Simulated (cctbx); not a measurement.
**Symmetry from intensities**

Cell: a = 8.0970 Å, b = 9.5510 Å, c = 12.6960 Å, α = 90.00°, β = 108.57°, γ = 90.00°. Expected content of the cell: Sr16 V16.

The data are simulated with cctbx, not measured: Cu Kα, λ = 1.54184 Å, to d = 0.83 Å, 95 % of the full sphere, strongest reflection 5000 counts, noise from counting, a 3 % proportional error and a noise floor of 15 counts (s.d.); no absorption.

Tests on the unmerged data give:

```text
6482 reflections to d = 0.830 A
centring   violations  <I/sigma> of those
    A        468 of  3223      1.4
    B        468 of  3229      1.5
    C          0 of  3244      0.0
    I        514 of  3247      1.6
    R       1078 of  4319      2.9
    F        468 of  4848      1.0
Laue class    unique    Rint  (classes that these axes allow; Friedel mates merged)
C 1 2/m 1         912   0.082
space group    extra absences  I>4sigma  <I/sigma>
C 1 2 1                 0          0         -  acentric
C 1 m 1                 0          0         -  acentric
C 1 c 1               109          0      -0.1  acentric
C 1 n 1               109          0      -0.1  acentric
C 1 2/m 1               0          0         -  centric
C 1 2/c 1             109          0      -0.1  centric
C 1 2/n 1             109          0      -0.1  centric
Wilson B = 0.61 A^2   <|E^2-1|> = 0.937 (0.968 centric, 0.736 acentric)   E^2>4: 4.3 %
shell (A)         n   <I/sigma>
12.04 - 1.66    123     10.5
 1.66 - 1.32    113     14.5
 1.32 - 1.15    113      9.0
 1.15 - 1.05    110      8.9
 1.05 - 0.97    124     10.1
 0.97 - 0.91    105      9.8
 0.91 - 0.87    111      6.5
 0.87 - 0.83    113      7.7
```

**Question.** What are the lattice type, the Laue class and the likely space group?

The reflections that C centring forbids are absent (⟨I/σ⟩ near 0), so the lattice is C.

Only C 1 2/m 1 fits these axes (Rint 0.082); a search for a hidden higher lattice was not made. It includes Bijvoet differences, since Friedel mates are merged.

7 settings pass the absence test. The most absences obeyed, 109, belong to C 1 c 1, C 1 n 1, C 1 2/c 1 and C 1 2/n 1, which absences can't tell apart.

⟨|E²−1|⟩ = 0.937 leans to a centrosymmetric structure. Here that hint misleads: the statistic assumes many like atoms on general positions, and few, heavy or special-position atoms break it. The Wilson B of 0.61 Å² means U ≈ 0.0077 Å².

The true group is Cc (no. 9), Laue class 2/m, non-centrosymmetric. The tables only narrow the choice to the tied entries; cell content, site symmetry and trial solutions must settle it.

The model was made for the exercise: a known structure type with other elements put in, its volume estimated, not relaxed; displacement parameters are assumed.

[Logs are printed without paths, hosts, clocks, repeated set-up lines and the standing remarks that a program may print on its own settings, such as how far it seeks lower states.]
